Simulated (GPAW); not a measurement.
# A 8-layer slab of Ag(100) in an electric field

Aim: the dipole that a field along the normal induces in a 8-layer slab of Ag(100).

Method: GPAW, PAW setups; slab in vacuum, relaxation, in the first sound run; inputs show where later runs differ, in GPAW 26.7.0.

## (1) The structure

The cell holds 8 atoms: 8 Ag. Its edges and angles: a = 2.892 Å, b = 2.892 Å, c = 30.315 Å, α = 90.0°, β = 90.0°, γ = 90.0°. Vacuum lies along c.

Structure file:

```
Ag
1.0
     2.89207    0.00000    0.00000
     0.00000    2.89207    0.00000
     0.00000    0.00000   30.31500
Ag
8
Direct
  0.50000 0.50000 0.26390
  0.00000 0.00000 0.33135
  0.50000 0.50000 0.39881
  0.00000 0.00000 0.46627
  0.50000 0.50000 0.53373
  0.00000 0.00000 0.60119
  0.50000 0.50000 0.66865
  0.00000 0.00000 0.73610
```

## (2) Relaxation

Forces are removed first; all later runs use this geometry. The lowest 4 atoms are held at bulk positions and keep their forces.

Input file run.py:

```python
import json
import numpy as np
from ase import Atoms
from ase.constraints import FixAtoms
from ase.optimize import BFGS
from gpaw import GPAW, PW

slab = Atoms(
    ['Ag', 'Ag', 'Ag', 'Ag', 'Ag', 'Ag', 'Ag', 'Ag'],
    positions=[
        [1.44603, 1.44603, 8.00000],
        [0.00000, 0.00000, 10.04500],
        [1.44603, 1.44603, 12.09000],
        [0.00000, 0.00000, 14.13500],
        [1.44603, 1.44603, 16.18000],
        [0.00000, 0.00000, 18.22500],
        [1.44603, 1.44603, 20.27000],
        [0.00000, 0.00000, 22.31500]],
    cell=[[2.89207, 0.0, 0.0], [0.0, 2.89207, 0.0], [0.0, 0.0, 30.315]],
    pbc=[True, True, False])

slab.calc = GPAW(mode=PW(400), xc='PBE', kpts={'size': (11, 11, 1), 'gamma': True},
                 occupations={'name': 'fermi-dirac', 'width': 0.1}, nbands='160%',
                 convergence={'density': 1e-05}, maxiter=200,
                 poissonsolver={'dipolelayer': 'xy'},
                 symmetry={'tolerance': 1e-3, 'extra_ids': [1, 1, 1, 1, 0, 0, 0, 0]}, txt='slab.txt')
result = {}
slab.set_constraint(FixAtoms([0, 1, 2, 3]))
path = []
opt = BFGS(slab, maxstep=0.2)
opt.attach(lambda: path.append((slab.get_potential_energy(), slab.positions.tolist(), slab.get_forces().tolist())))
result['relaxed'] = bool(opt.run(fmax=0.03, steps=40))
result['path'] = path
energy = slab.get_potential_energy()
fermi = slab.calc.get_fermi_level()
v = slab.calc.get_electrostatic_potential().mean((0, 1)) - fermi
n = slab.calc.get_pseudo_density().mean((0, 1))
L = slab.cell[2, 2]
z = np.arange(len(v)) * L / len(v)
low, high = slab.positions[:, 2].min(), slab.positions[:, 2].max()
below, above = np.interp([low - 5.8, high + 5.8], z, v)
slopes = [np.interp(x, z, np.gradient(v, z)) for x in (low - 5.8, high + 5.8)]
eps = np.array([[slab.calc.get_eigenvalues(k, s) for k in range(len(slab.calc.get_ibz_k_points()))]
                for s in range(slab.calc.get_number_of_spins())]) - fermi
top, bottom = eps[eps < 0].max(), eps[eps > 0].min()
dipole = slab.get_dipole_moment()[2]
print(f'energy {energy:.4f} eV, Fermi level {fermi:.4f} eV, dipole {dipole:.5f} e A')
print(f'potential 5.8 A off the faces, from the Fermi level: lower {below:.4f} eV, upper {above:.4f} eV')
print(f'slope of the potential there: lower {slopes[0]:.5f}, upper {slopes[1]:.5f} eV/A')
print(f'nearest levels on the mesh: {top:.4f} and {bottom:.4f} eV')
print('magnetic moment', round(slab.get_magnetic_moment(), 3))
result.update(energy=energy, fermi=fermi, dipole=dipole, below=below, above=above, slopes=slopes, edges=[top, bottom],
              z=z.tolist(), v=v.tolist(), n=n.tolist(), positions=slab.positions.tolist(),
              forces=slab.get_forces(apply_constraint=False).tolist(), moments=slab.get_magnetic_moments().tolist())
json.dump(result, open('result.json', 'w'))
```

Command:

```bash
$ OMP_NUM_THREADS=1 OPENBLAS_NUM_THREADS=1 python run.py
```

Output:

```text
Step          Energy          fmax
BFGS:    0      -21.767881        0.148026
BFGS:    1      -21.768350        0.139359
BFGS:    2      -21.776736        0.143218
BFGS:    3      -21.779021        0.168249
BFGS:    4      -21.780761        0.175839
BFGS:    5      -21.785976        0.168100
BFGS:    6      -21.790009        0.178187
BFGS:    7      -21.793665        0.165796
BFGS:    8      -21.794780        0.139234
BFGS:    9      -21.795475        0.107823
BFGS:   10      -21.796615        0.104987
BFGS:   11      -21.797770        0.083278
BFGS:   12      -21.798581        0.045965
BFGS:   13      -21.798839        0.054732
BFGS:   14      -21.798923        0.050424
BFGS:   15      -21.799167        0.017060
energy -21.7691 eV, Fermi level 2.4868 eV, dipole 0.00003 e A
potential 5.8 A off the faces, from the Fermi level: lower 4.3153 eV, upper 4.3165 eV
slope of the potential there: lower -0.00015, upper 0.00008 eV/A
nearest levels on the mesh: -0.0514 and 0.0239 eV
magnetic moment 0.0
```

Run time: 74 min. Hardware: 1 thread of Arm Neoverse V2, shared host; peak memory 0.39 GiB.

The steps of the relaxation:

```
step  energy less that of the first step (eV)  largest force (eV/Å)
   1                                   0.0000                0.1480
   2                                  -0.0005                0.1394
   3                                  -0.0092                0.1432
   4                                  -0.0117                0.1682
   5                                  -0.0135                0.1758
   6                                  -0.0190                0.1681
   7                                  -0.0231                0.1782
   8                                  -0.0268                0.1658
   9                                  -0.0278                0.1392
  10                                  -0.0285                0.1078
  11                                  -0.0296                0.1050
  12                                  -0.0308                0.0833
  13                                  -0.0316                0.0460
  14                                  -0.0320                0.0547
  15                                  -0.0320                0.0504
  16                                  -0.0323                0.0171
```

The atoms that moved most (Å):

```csv
atom,dx,dy,dz,length
Ag8,0.000,0.000,0.278,0.278
Ag7,0.000,0.000,0.244,0.244
Ag6,0.000,0.000,0.160,0.160
Ag5,0.000,0.000,0.079,0.079
```

The relaxed structure:

```xyz
8
Lattice="2.8921 0.0000 0.0000 0.0000 2.8921 0.0000 0.0000 0.0000 30.3150" Properties=species:S:1:pos:R:3
Ag    1.4460    1.4460    8.0000
Ag    0.0000    0.0000   10.0450
Ag    1.4460    1.4460   12.0900
Ag    0.0000    0.0000   14.1350
Ag    1.4460    1.4460   16.2590
Ag    0.0000    0.0000   18.3850
Ag    1.4460    1.4460   20.5143
Ag    0.0000    0.0000   22.5935
```

This step gave:

```
dipole along the normal                    : 3.20e-5 e·Å
levels nearest the Fermi level on the mesh : -0.05139, 0.02394 eV from the Fermi level
upper work function                        : 4.317 eV
lower work function                        : 4.315 eV
```

The electrostatic potential energy of an electron (without an applied field's), less the Fermi level, planar mean oscillates, so the rows of the table below give means over windows of 2.06 Å about each position, cut where the curve ends. Its maxima inside the range that stand out by 2 % of the span (Å: eV): 9.0: -0.782, 11.0: -0.869, 13.1: -0.864, 15.2: -0.299, 17.3: -0.224, 19.5: -0.219, 21.5: -0.477. Its minima: 8.0: -17.3, 10.1: -17.6, 12.1: -17.5, 14.2: -17.4, 16.2: -17.5, 18.4: -17.5, 20.5: -17.4, 22.6: -17.2.

The electrostatic potential energy of an electron (without an applied field's), less the Fermi level, planar mean by z; means over each step:

z (Å), electrostatic potential energy of an electron (without an applied field's), less the Fermi level, planar mean (eV) and a bar from the least value:
```
     1.03        4.3 ##############################
     3.09        4.3 ##############################
     5.15        4.2 ##############################
     7.21       -4.4 #########
     9.27       -8.3 
    11.33       -8.3 
    13.39       -8.3 
    15.45       -7.6 ##
    17.51       -7.5 ##
    19.57       -7.5 ##
    21.63       -7.8 #
    23.69       -1.4 ################
    25.75        4.3 ##############################
    27.81        4.3 ##############################
    29.87        4.3 ##############################
```

The pseudo valence density, planar mean oscillates, so the rows of the table below give means over windows of 2.17 Å about each position, cut where the curve ends. Its maxima inside the range that stand out by 2 % of the span (Å: e/Å³): 8.0: 2.24, 10.0: 2.16, 12.1: 2.22, 14.1: 2.20, 16.2: 2.23, 18.4: 2.23, 20.6: 2.20, 22.5: 2.18. Its minima: 9.1: 0.273, 11.0: 0.268, 13.2: 0.280, 15.2: 0.238, 17.3: 0.235, 19.5: 0.236, 21.7: 0.266.

Table of pseudo valence density, planar mean by z; means over each step:

z (Å), pseudo valence density, planar mean (e/Å³) and a bar:
```
     3.25       0.00 
     5.42       0.01 
     7.59       0.88 ###########################
     9.77       0.96 ##############################
    11.93       0.96 ##############################
    14.11       0.95 ##############################
    16.27       0.94 #############################
    18.45       0.94 #############################
    20.62       0.95 ##############################
    22.79       0.91 ############################
    24.95       0.01 
    27.12       0.00
```

The relaxation lowered the energy of the cell by 0.0323 eV (energies extrapolated to zero smearing; the optimiser's log prints free energies). The largest force left on a free atom is 0.017 eV/Å.

## (3) The slab's potential

With the geometry fixed, the planar mean of the potential gives the vacuum level on each side.

This step: GPAW, PAW setups; slab in vacuum (GPAW 26.7.0).

Edit run.py of step 2 so:

```diff
@@ -3,4 +3,2 @@
 from ase import Atoms
-from ase.constraints import FixAtoms
-from ase.optimize import BFGS
 from gpaw import GPAW, PW
@@ -14,6 +12,6 @@
         [0.00000, 0.00000, 14.13500],
-        [1.44603, 1.44603, 16.18000],
-        [0.00000, 0.00000, 18.22500],
-        [1.44603, 1.44603, 20.27000],
-        [0.00000, 0.00000, 22.31500]],
+        [1.44603, 1.44603, 16.25900],
+        [-0.00000, -0.00000, 18.38501],
+        [1.44603, 1.44603, 20.51430],
+        [-0.00000, -0.00000, 22.59345]],
     cell=[[2.89207, 0.0, 0.0], [0.0, 2.89207, 0.0], [0.0, 0.0, 30.315]],
@@ -25,10 +23,4 @@
                  poissonsolver={'dipolelayer': 'xy'},
-                 symmetry={'tolerance': 1e-3, 'extra_ids': [1, 1, 1, 1, 0, 0, 0, 0]}, txt='slab.txt')
+                 symmetry={'tolerance': 1e-3}, txt='slab.txt')
 result = {}
-slab.set_constraint(FixAtoms([0, 1, 2, 3]))
-path = []
-opt = BFGS(slab, maxstep=0.2)
-opt.attach(lambda: path.append((slab.get_potential_energy(), slab.positions.tolist(), slab.get_forces().tolist())))
-result['relaxed'] = bool(opt.run(fmax=0.03, steps=40))
-result['path'] = path
 energy = slab.get_potential_energy()
```

Output:

```text
energy -21.7691 eV, Fermi level 2.4869 eV, dipole 0.00026 e A
potential 5.8 A off the faces, from the Fermi level: lower 4.3180 eV, upper 4.3129 eV
slope of the potential there: lower -0.00007, upper -0.00001 eV/A
nearest levels on the mesh: -0.0514 and 0.0240 eV
magnetic moment 0.0
```

Elapsed: 12 min, on 1 thread; peak memory 0.38 GiB.

Numbers from this step:

| Item | Value |
| --- | --- |
| dipole along the normal | 2.61e-4 e·Å |
| levels nearest the Fermi level on the mesh | -0.05141, 0.02400 eV from the Fermi level |
| upper work function | 4.313 eV |
| lower work function | 4.318 eV |

The electrostatic potential energy of an electron (without an applied field's), less the Fermi level, planar mean oscillates, so the rows of the table below give means over windows of 2.06 Å about each position, cut where the curve ends. Its maxima inside the range that stand out by 2 % of the span (Å: eV): 9.0: -0.779, 11.0: -0.868, 13.1: -0.864, 15.2: -0.299, 17.3: -0.225, 19.5: -0.220, 21.5: -0.479. Its minima: 8.0: -17.3, 10.1: -17.6, 12.1: -17.5, 14.2: -17.4, 16.2: -17.5, 18.4: -17.5, 20.5: -17.4, 22.6: -17.2.

Electrostatic potential energy of an electron (without an applied field's), less the Fermi level, planar mean against z; means over each step:

| z (Å) | electrostatic potential energy of an electron (without an applied field's), less the Fermi level, planar mean (eV) |
| --- | --- |
| 1.03 | 4.32 |
| 3.09 | 4.32 |
| 5.15 | 4.25 |
| 7.21 | -4.43 |
| 9.27 | -8.25 |
| 11.33 | -8.33 |
| 13.39 | -8.31 |
| 15.45 | -7.61 |
| 17.51 | -7.53 |
| 19.57 | -7.46 |
| 21.63 | -7.85 |
| 23.69 | -1.40 |
| 25.75 | 4.28 |
| 27.81 | 4.31 |
| 29.87 | 4.31 |

The pseudo valence density, planar mean oscillates, so the rows of the table below give means over windows of 2.17 Å about each position, cut where the curve ends. Its maxima inside the range that stand out by 2 % of the span (Å: e/Å³): 8.0: 2.24, 10.0: 2.16, 12.1: 2.22, 14.1: 2.20, 16.2: 2.23, 18.4: 2.23, 20.6: 2.20, 22.5: 2.18. Its minima: 9.1: 0.273, 11.0: 0.268, 13.2: 0.280, 15.2: 0.238, 17.3: 0.235, 19.5: 0.236, 21.7: 0.266.

Table of pseudo valence density, planar mean by z; means over each step:

z (Å), pseudo valence density, planar mean (e/Å³) and a bar:
```
     3.25       0.00 
     5.42       0.01 
     7.59       0.88 ###########################
     9.77       0.96 ##############################
    11.93       0.96 ##############################
    14.11       0.95 ##############################
    16.27       0.94 #############################
    18.45       0.94 #############################
    20.62       0.95 ##############################
    22.79       0.91 ############################
    24.95       0.01 
    27.12       0.00
```

Force by atom:

```
atom  x (eV/Å)  y (eV/Å)  z (eV/Å)   size
 Ag1     0.000     0.000    -0.114  0.114
 Ag2     0.000     0.000    -0.147  0.147
 Ag3     0.000     0.000    -0.003  0.003
 Ag4     0.000     0.000     0.243  0.243
 Ag5     0.000     0.000     0.010  0.010
 Ag6     0.000     0.000     0.015  0.015
 Ag7     0.000     0.000    -0.014  0.014
 Ag8     0.000     0.000    -0.013  0.013
```

The potential is flat to 7.0e-5 eV/Å where it is read, so the vacuum is wide enough.

## (4) Field on

A uniform field along the normal polarises the slab; the atoms stay fixed, so this is the electronic response alone.

Edit run.py of step 3 so:

```diff
@@ -4,2 +4,3 @@
 from gpaw import GPAW, PW
+from gpaw.external import ConstantElectricField
 
@@ -23,2 +24,3 @@
                  poissonsolver={'dipolelayer': 'xy'},
+                 external=ConstantElectricField(-0.2, [0, 0, 1]),
                  symmetry={'tolerance': 1e-3}, txt='slab.txt')
```

Output:

```text
energy -21.7855 eV, Fermi level 2.4731 eV, dipole -0.16418 e A
potential 5.8 A off the faces, from the Fermi level: lower 2.5733 eV, upper 6.1253 eV
slope of the potential there: lower -0.00014, upper 0.00012 eV/A
nearest levels on the mesh: -0.0513 and 0.0240 eV
magnetic moment 0.0
```

Run time: 33 min. Hardware: 1 thread; peak memory 0.81 GiB.

Numbers from this step:

- dipole along the normal: -0.1642 e·Å
- levels nearest the Fermi level on the mesh: -0.05130, 0.02398 eV from the Fermi level
- potential below the slab, the applied field's own ramp left out: 2.573 eV from the Fermi level
- potential above the slab, the applied field's own ramp left out: 6.125 eV from the Fermi level

The electrostatic potential energy of an electron (without an applied field's), less the Fermi level, planar mean oscillates, so the rows of the table below give means over windows of 2.06 Å about each position, cut where the curve ends. Its maxima inside the range that stand out by 2 % of the span (Å: eV): 9.0: -2.01, 11.0: -1.69, 13.1: -1.28, 15.2: -0.299, 17.3: 0.209, 19.5: 0.646, 21.5: 0.797, 29.7: 6.13. Its minima: 8.0: -18.7, 10.1: -18.6, 12.1: -18.1, 14.2: -17.6, 16.2: -17.3, 18.4: -16.8, 20.5: -16.3, 22.6: -15.7.

The electrostatic potential energy of an electron (without an applied field's), less the Fermi level, planar mean by z; means over each step:

z (Å), electrostatic potential energy of an electron (without an applied field's), less the Fermi level, planar mean (eV) and a bar from the least value:
```
     1.03        2.7 #######################
     3.09        2.6 #######################
     5.15        2.5 #######################
     7.21       -6.0 #######
     9.27       -9.4 
    11.33       -9.1 #
    13.39       -8.7 #
    15.45       -7.6 ####
    17.51       -7.1 #####
    19.57       -6.6 ######
    21.63       -6.6 ######
    23.69        0.3 ###################
    25.75        6.1 ##############################
    27.81        6.1 ##############################
    29.87        6.0 ##############################
```

Force by atom:

| atom | x (eV/Å) | y (eV/Å) | z (eV/Å) | size |
| --- | --- | --- | --- | --- |
| Ag1 | 0.000 | 0.000 | -0.103 | 0.103 |
| Ag2 | 0.000 | 0.000 | -0.147 | 0.147 |
| Ag3 | 0.000 | 0.000 | 0.002 | 0.002 |
| Ag4 | 0.000 | 0.000 | 0.247 | 0.247 |
| Ag5 | 0.000 | 0.000 | 0.013 | 0.013 |
| Ag6 | 0.000 | 0.000 | 0.018 | 0.018 |
| Ag7 | 0.000 | 0.000 | -0.015 | 0.015 |
| Ag8 | 0.000 | 0.000 | -0.003 | 0.003 |

The dipole is now -0.164 e Å, against 2.6e-4 in the run without a field.

## (5) In a field

Edit run.py of step 4 so:

```diff
@@ -24,3 +24,3 @@
                  poissonsolver={'dipolelayer': 'xy'},
-                 external=ConstantElectricField(-0.2, [0, 0, 1]),
+                 external=ConstantElectricField(-0.1, [0, 0, 1]),
                  symmetry={'tolerance': 1e-3}, txt='slab.txt')
```

Output:

```text
energy -21.7732 eV, Fermi level 2.4804 eV, dipole -0.08202 e A
potential 5.8 A off the faces, from the Fermi level: lower 3.4441 eV, upper 5.2187 eV
slope of the potential there: lower -0.00014, upper 0.00012 eV/A
nearest levels on the mesh: -0.0514 and 0.0239 eV
magnetic moment 0.0
```

The job ended after 27 min (1 thread; peak memory 0.8 GiB).

This step gave:

```yaml
dipole_along_the_normal: -0.08202 e·Å
levels_nearest_the_fermi_level_on_the_mesh: -0.05138, 0.02395 eV from the Fermi level
potential_below_the_slab_the_applied_field_s_own_ramp_left_out: 3.444 eV from the Fermi level
potential_above_the_slab_the_applied_field_s_own_ramp_left_out: 5.219 eV from the Fermi level
```

The electrostatic potential energy of an electron (without an applied field's), less the Fermi level, planar mean oscillates, so the rows of the table below give means over windows of 2.06 Å about each position, cut where the curve ends. Its maxima inside the range that stand out by 2 % of the span (Å: eV): 9.0: -1.40, 11.0: -1.28, 13.1: -1.07, 15.2: -0.299, 17.3: -0.00791, 19.5: 0.213, 21.5: 0.159, 29.7: 5.22. Its minima: 8.0: -18.0, 10.1: -18.1, 12.1: -17.8, 14.2: -17.5, 16.2: -17.4, 18.4: -17.1, 20.5: -16.8, 22.6: -16.5.

Electrostatic potential energy of an electron (without an applied field's), less the Fermi level, planar mean against z; means over each step:

```
z (Å)  electrostatic potential energy of an electron (without an applied field's), less the Fermi level, planar mean (eV)
 1.03                                                                                                                3.53
 3.09                                                                                                                3.44
 5.15                                                                                                                3.38
 7.21                                                                                                               -5.22
 9.27                                                                                                               -8.84
11.33                                                                                                               -8.71
13.39                                                                                                               -8.49
15.45                                                                                                               -7.58
17.51                                                                                                               -7.29
19.57                                                                                                               -7.02
21.63                                                                                                               -7.20
23.69                                                                                                              -0.556
25.75                                                                                                                5.18
27.81                                                                                                                5.22
29.87                                                                                                                5.16
```

Force by atom:

```
atom  x (eV/Å)  y (eV/Å)  z (eV/Å)   size
 Ag1     0.000     0.000    -0.107  0.107
 Ag2     0.000     0.000    -0.147  0.147
 Ag3     0.000     0.000     0.000  0.000
 Ag4     0.000     0.000     0.245  0.245
 Ag5     0.000     0.000     0.011  0.011
 Ag6     0.000     0.000     0.017  0.017
 Ag7     0.000     0.000    -0.014  0.014
 Ag8     0.000     0.000    -0.007  0.007
```

The dipole is now -0.0820 e Å, against 2.6e-4 in the run without a field.

[end of part 1 of 2]

[Logs are printed without paths, hosts, clocks, repeated set-up lines and the standing remarks that a program may print on its own settings, such as how far it seeks lower states.]

[Hosts, paths, dates, database ids (printed as entryN), source tags and the programs' standing remarks are cut or masked in the printed files.]
